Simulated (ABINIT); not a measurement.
# Quasiparticle gap of Bi2SO2 (Pnnm) in ABINIT

How does a plane-wave GW calculation on Bi2SO2 (Pnnm) run from the first input to the gap?

Program: ABINIT 10.8.3. Level of theory: PBEsol and many-body steps on it, plane waves. Results are calculated unless marked as measured.

## (1) The structure

The structure is orthorhombic, space group Pnnm (No. 58). The conventional cell has a = 3.877 Å, b = 11.964 Å, c = 3.843 Å, α = 90.00°, β = 90.00°, γ = 90.00°. Bi has 4 O at 2.24 to 2.38 Å and 2 S at 3.05 Å nearest. Nearest to S lie 4 Bi at 3.05 Å. O has 4 Bi at 2.24 to 2.38 Å nearest. Farther neighbours and most contacts between anions are not listed.

The cell and positions are those that the Materials Project relaxed with its own functionals (PBE, PBE+U or r2SCAN), kept fixed. Spin-orbit coupling is left out unless a step names it.

## (2) Ground state

This step: ABINIT 10.8.3; DFT, PBEsol, plane waves, norm-conserving pseudopotentials.

The ground-state density comes first.

run.abi reads:

```
acell 3*1.0 Angstrom
rprim 
  3.877295950000 0.000000000000 0.000000000000
  0.000000000000 11.963688440000 0.000000000000
  0.000000000000 0.000000000000 3.842602890000
ntypat 3
znucl 83 16 8
natom 10
typat 1 1 1 1 2 2 3 3 3 3
xred 
  0.419337400000 0.856120830000 0.500000000000
  0.580662600000 0.143879170000 0.500000000000
  0.919337400000 0.643879170000 0.000000000000
  0.080662600000 0.356120830000 0.000000000000
  0.000000000000 0.000000000000 0.000000000000
  0.500000000000 0.500000000000 0.500000000000
  0.440997250000 0.749108530000 0.000000000000
  0.559002750000 0.250891470000 0.000000000000
  0.940997250000 0.750891470000 0.500000000000
  0.059002750000 0.249108530000 0.500000000000
pp_dirpath "pseudos"
pseudos "Bi.upf, S.upf, O.upf"
ecut 42
ngkpt 4 2 4
nshiftk 1
shiftk 0 0 0
kptopt 1
chksymbreak 0
nband 73
occopt 1
tolvrs 1e-08
nstep 60
prtwf 0
optforces 0
optstress 0
indata_prefix "in"
outdata_prefix "out"
tmpdata_prefix "tmp"
```

Run with:

```bash
$ OMP_NUM_THREADS=1 mpirun -n 4 abinit run.abi > log
```

Numbers of over 12 decimals in the logs are rounded to 6 here.

The log of the run:

```text
.Version 10.8.3 of ABINIT. v10.8.2 released Aug 2026.

 Symmetries : space group Pn n m (# 58); Bravais oP (primitive ortho.)
================================================================================
 Values of the parameters that define the memory need of the present run
     intxc =       0    ionmov =       0      iscf =       7    lmnmax =       6
     lnmax =       6     mgfft =     135  mpssoang =       3    mqgrid =    6596
     natom =      10  nloc_mem =       1    nspden =       1   nspinor =       1
    nsppol =       1      nsym =       8    n1xccc =    2501    ntypat =       3
    occopt =       1   xclevel =       2
-    mband =          73        mffmem =           1         mkmem =           5
       mpw =       15662          nfft =      273375          nkpt =          18
================================================================================
  Rough estimation (10% accuracy) of disk space for files :
================================================================================

--------------------------------------------------------------------------------
------------- Echo of variables that govern the present computation ------------
--------------------------------------------------------------------------------
 -outvars: echo values of preprocessed input variables --------
            acell      1.8897261259E+00  1.8897261259E+00  1.8897261259E+00 Bohr

      chksymbreak           0
             ecut      4.20000000E+01 Hartree
-          fftalg         312

              ixc     -116133
              kpt      0.00000000E+00  0.00000000E+00  0.00000000E+00
                       2.50000000E-01  0.00000000E+00  0.00000000E+00
                       5.00000000E-01  0.00000000E+00  0.00000000E+00
                       0.00000000E+00  5.00000000E-01  0.00000000E+00
                       2.50000000E-01  5.00000000E-01  0.00000000E+00
                       5.00000000E-01  5.00000000E-01  0.00000000E+00
                       0.00000000E+00  0.00000000E+00  2.50000000E-01
                       2.50000000E-01  0.00000000E+00  2.50000000E-01
                       5.00000000E-01  0.00000000E+00  2.50000000E-01
   [... 7 further rows ...]
                       2.50000000E-01  5.00000000E-01  5.00000000E-01
                       5.00000000E-01  5.00000000E-01  5.00000000E-01
         kptrlatt        4    0    0      0    2    0      0    0    4
          kptrlen      2.90458683E+01
P           mkmem           5
            natom          10
            nband          73
            ngfft          45     135      45
             nkpt          18
            nstep          60
             nsym           8
           ntypat           3
              occ      2.000000  2.000000  2.000000  2.000000  2.000000  2.000000
                       2.000000  2.000000  2.000000  2.000000  2.000000  2.000000
                       2.000000  2.000000  2.000000  2.000000  2.000000  2.000000
                       2.000000  2.000000  2.000000  2.000000  2.000000  2.000000
                       2.000000  2.000000  2.000000  2.000000  2.000000  2.000000
                       2.000000  2.000000  2.000000  2.000000  2.000000  2.000000
                       2.000000  2.000000  2.000000  2.000000  2.000000  2.000000
                       2.000000  2.000000  2.000000  2.000000  2.000000  2.000000
                       2.000000  2.000000  2.000000  2.000000  2.000000  2.000000
                       2.000000  2.000000  2.000000  2.000000  2.000000  2.000000
                       2.000000  2.000000  2.000000  2.000000  0.000000  0.000000
                       0.000000  0.000000  0.000000  0.000000  0.000000  0.000000
                       0.000000
        optforces           0
        optstress           0
            prtwf           0
            rprim      3.8772959500E+00  0.0000000000E+00  0.0000000000E+00
[...]
spgroup          58

           tolvrs      1.00000000E-08

             xred      4.1933740000E-01  8.5612083000E-01  5.0000000000E-01
[...]
znucl       83.00000   16.00000    8.00000

================================================================================

 chkinp: Checking input parameters for consistency.

================================================================================
== DATASET  1 ==================================================================
-   mpi_nproc: 4, omp_nthreads: 1 (-1 if OMP is not activated)

--- !DatasetInfo
iteration_state: {dtset: 1, }
dimensions: {natom: 10, nkpt: 18, mband: 73, nsppol: 1, nspinor: 1, nspden: 1, mpw: 15662, }
cutoff_energies: {ecut:  42.0, pawecutdg:  -1.0, }
electrons: {nelect:   1.28000000E+02, charge:   0.00000000E+00, occopt:   1.00000000E+00, tsmear:   1.00000000E-02, }

 Real(R)+Recip(G) space primitive vectors, cartesian coordinates (Bohr,Bohr^-1):
 R(1)=  7.3270275  0.0000000  0.0000000  G(1)=  0.1364810  0.0000000  0.0000000
 R(2)=  0.0000000 22.6080946  0.0000000  G(2)=  0.0000000  0.0442319  0.0000000
 R(3)=  0.0000000  0.0000000  7.2614671  G(3)=  0.0000000  0.0000000  0.1377132
 Unit cell volume ucvol=  1.2028630E+03 bohr^3
 Angles (23,13,12)=  9.00000000E+01  9.00000000E+01  9.00000000E+01 degrees

 getcut: wavevector=  0.0000  0.0000  0.0000  ngfft=  45 135  45
[...]
2   -1.335834
 pspatm: atomic psp has been read  and splines computed

   1.99603114E+04                                ecore*ucvol(ha*bohr**3)
--------------------------------------------------------------------------------

_setup2: Arith. and geom. avg. npw (full set) are   15637.719   15637.705

================================================================================

--- !BeginCycle
iteration_state: {dtset: 1, }
solver: {iscf: 7, nstep: 60, nline: 4, wfoptalg: 0, }
tolerances: {tolvrs: 1.00E-08, }

     iter   Etot(hartree)      deltaE(h)  residm     vres2
 ETOT  1  -1014.4512770655    -1.014E+03 2.637E-01 1.632E+03
 ETOT  2  -1016.0079252606    -1.557E+00 2.330E-02 9.685E+02
 ETOT  3  -1016.1635152389    -1.556E-01 8.127E-03 1.127E+03
 ETOT  4  -1016.2441019910    -8.059E-02 4.484E-03 2.898E+02
 ETOT  5  -1016.2693459861    -2.524E-02 2.906E-03 1.651E+00
 ETOT  6  -1016.2694574106    -1.114E-04 2.753E-03 1.075E+00
 ETOT  7  -1016.2695306344    -7.322E-05 1.709E-03 6.563E-03
 ETOT  8  -1016.2695318472    -1.213E-06 1.385E-03 1.688E-04
 ETOT  9  -1016.2695318581    -1.092E-08 6.729E-04 5.882E-06
 ETOT 10  -1016.2695318586    -4.993E-10 5.340E-04 1.523E-07
 ETOT 11  -1016.2695318586    -1.364E-12 3.336E-04 5.095E-09

 At SCF step   11       vres2   =  5.09E-09 < tolvrs=  1.00E-08 =>converged.

--- !ResultsGS
iteration_state: {dtset: 1, }
comment   : Summary of ground state results
lattice_vectors:
- [  7.3270275,   0.0000000,   0.0000000, ]
- [  0.0000000,  22.6080946,   0.0000000, ]
- [  0.0000000,   0.0000000,   7.2614671, ]
lattice_lengths: [   7.32703,   22.60809,    7.26147, ]
lattice_angles: [ 90.000,  90.000,  90.000, ] # degrees, (23, 13, 12)
lattice_volume:   1.2028630E+03
convergence: {deltae: -1.364E-12, res2:  5.095E-09, residm:  3.336E-04, diffor:  0.000E+00, }
etotal    :  -1.01626953E+03
entropy   :   0.00000000E+00
fermie    :   2.91597248E-01
cartesian_stress_tensor: null
pressure_GPa: null
xred      :
- [  4.1934E-01,   8.5612E-01,   5.0000E-01, Bi]
- [  5.8066E-01,   1.4388E-01,   5.0000E-01, Bi]
- [  9.1934E-01,   6.4388E-01,   0.0000E+00, Bi]
- [  8.0663E-02,   3.5612E-01,   0.0000E+00, Bi]
- [  0.0000E+00,   0.0000E+00,   0.0000E+00,  S]
- [  5.0000E-01,   5.0000E-01,   5.0000E-01,  S]
- [  4.4100E-01,   7.4911E-01,   0.0000E+00,  O]
- [  5.5900E-01,   2.5089E-01,   0.0000E+00,  O]
- [  9.4100E-01,   7.5089E-01,   5.0000E-01,  O]
- [  5.9003E-02,   2.4911E-01,   5.0000E-01,  O]
cartesian_forces: null
force_length_stats: {min: null, max: null, mean: null, }

 Integrated electronic density in atomic spheres:
 ------------------------------------------------
 Atom  Sphere_radius  Integrated_density
[...]
================================================================================

 ----iterations are completed or convergence reached----

 Mean square residual over all n,k,spin=   11.764E-07; max=  33.363E-05
 reduced coordinates (array xred) for   10 atoms
[...]
0.500000000000      0.500000000000      0.500000000000
       0.440997250000      0.749108530000      0.000000000000
       0.559002750000      0.250891470000      0.000000000000
       0.940997250000      0.750891470000      0.500000000000
       0.059002750000      0.249108530000      0.500000000000
 rms dE/dt=  0.0000E+00; max dE/dt=  0.0000E+00; dE/dt below (all hartree)
    1       0.000000000000      0.000000000000      0.000000000000
    2       0.000000000000      0.000000000000      0.000000000000
    3       0.000000000000      0.000000000000      0.000000000000
    4       0.000000000000      0.000000000000      0.000000000000
    5       0.000000000000      0.000000000000      0.000000000000
    6       0.000000000000      0.000000000000      0.000000000000
    7       0.000000000000      0.000000000000      0.000000000000
    8       0.000000000000      0.000000000000      0.000000000000
    9       0.000000000000      0.000000000000      0.000000000000
   10       0.000000000000      0.000000000000      0.000000000000

 cartesian coordinates (angstrom) at end:
[...]
6      1.938648     5.981844     1.921301
    7      1.709877     8.962101     0.000000
    8      2.167419     3.001587     0.000000
    9      3.648525     8.983432     1.921301
   10      0.228771     2.980257     1.921301
 length scales=  1.889726125908  1.889726125908  1.889726125908 bohr
              =  1.000000000000  1.000000000000  1.000000000000 angstroms
 prteigrs : about to open file out_EIG
 Fermi (or HOMO) energy (hartree) =   0.29160   Average Vxc (hartree)=  -0.41350
 Eigenvalues (hartree) for nkpt=  18  k points:
 kpt#   1, nband= 73, wtk=  0.03125, kpt=  0.0000  0.0000  0.0000 (reduced coord)
  -5.33533   -5.33533   -5.33533   -5.33533   -3.05825   -3.05825   -3.05824   -3.05824
  -3.05793   -3.05793   -3.05792   -3.05792   -3.05784   -3.05783   -3.05783   -3.05783
  -0.54305   -0.54304   -0.53587   -0.53512   -0.53509   -0.53502   -0.53495   -0.53452
  -0.53446   -0.53435   -0.53339   -0.53285   -0.53239   -0.53232   -0.53224   -0.53207
  -0.53184   -0.53160   -0.53128   -0.53124   -0.41832   -0.41752   -0.31945   -0.31945
  -0.16889   -0.14110   -0.10047   -0.04177   -0.00415    0.02587    0.09548    0.09592
   0.09667    0.09955    0.19179    0.19221    0.20599    0.20916    0.20931    0.21122
   0.21278    0.22991    0.25658    0.25749    0.25780    0.27002    0.27649    0.27903
   0.32026    0.34510    0.41250    0.41577    0.42740    0.46068    0.47043    0.47077
   0.47374
 prteigrs : prtvol=0 or 1, do not print more k-points.

--- !EnergyTerms
iteration_state     : {dtset: 1, }
comment             : Components of total free energy in Hartree
kinetic             :  3.12057431994054E+02
hartree             :  3.02109153704483E+02
xc                  : -1.64562551916372E+02
Ewald energy        : -5.56400464609673E+02
psp_core            :  1.65940028156589E+01
local_psp           : -9.71190226111168E+02
non_local_psp       :  4.51231222643852E+01
total_energy        : -1.01626953185863E+03
total_energy_eV     : -2.76541027614275E+04
band_energy         : -1.34447369699897E+02

== END DATASET(S) ==============================================================
================================================================================

 -outvars: echo values of variables after computation  --------
           etotal     -1.0162695319E+03
            nband          73
             nkpt          18
          spgroup          58
 [... the other variables as echoed above ...]

 Calculation completed.
```

Elapsed: 6.7 min, on 4 MPI ranks of Arm Neoverse V1, shared host; peak memory 0.84 GiB.

Numbers from this step:

| Quantity | Value |
| --- | --- |
| total energy | -27654.1028 eV |
| gap | 0.7799 eV |
| k of the valence top | 0.5, 0.5, 0 |
| k of the conduction bottom | 0, 0, 0 |
| least direct gap | 1.122 eV |

The gap is indirect, with the least direct gap 0.34 eV higher.

(Part 1 of 3 ends here.)

[Paths, hosts, dates, memory and timing lines, banners, echoed tables and standing remarks are left out of the program output.]

[Logs are printed without paths, hosts, clocks, repeated set-up lines and the standing remarks that a program may print on its own settings, such as how far it seeks lower states.]

[Runs of the session that timed out or met a known fault of the program may be left out.]

[Hosts, paths, dates, database ids (printed as entryN), source tags and the programs' standing remarks are cut or masked in the printed files.]

[G0W0 gaps are taken among the corrected bands and points alone; a level outside them can change the order at an edge.]

[Where Ansatz stands beside ABINIT at settings called matched, ABINIT's density can come from a denser mesh and the files from another edition; pairs whose starting gaps differed by over 0.03 eV were left out, so agreement reads better than it is.]
